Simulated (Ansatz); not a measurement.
# Direct or indirect: ZnS (F-43m)

```yaml
crystal:
  lattice:
    - [0.00000, 2.70200, 2.70200]
    - [2.70200, 0.00000, 2.70200]
    - [2.70200, 2.70200, 0.00000]
  atoms:
    - { symbol: Zn, position: [0.75000, 0.75000, 0.75000] }
    - { symbol: S, position: [0.00000, 0.00000, 0.00000] }
```

Method: Ansatz, PBE, independent particles, without spin-orbit coupling, line width 0.2 eV (Gaussian). The band structure gives a fundamental gap of 2.11 eV. The spectrum of vertical transitions near the edge:

```tsv
E (eV)	Im ε, E ∥ xyz
1.62	0.00
1.74	0.00
1.86	0.01
1.98	0.07
2.10	0.21
2.22	0.42
2.34	0.63
2.46	0.79
2.58	0.90
2.70	1.00
2.82	1.09
2.94	1.18
3.06	1.27
3.18	1.37
3.30	1.48
3.42	1.62
```

Question: Is the gap direct or indirect, and about where do vertical transitions set in?

Answer: Direct: the band path has its least direct gap at the fundamental one, 2.11 eV, and the curves rise from there. Lines are broadened by 0.2 eV, which spreads the edge.

[Logs are printed without paths, hosts, clocks, repeated set-up lines and the standing remarks that a program may print on its own settings, such as how far it seeks lower states.]
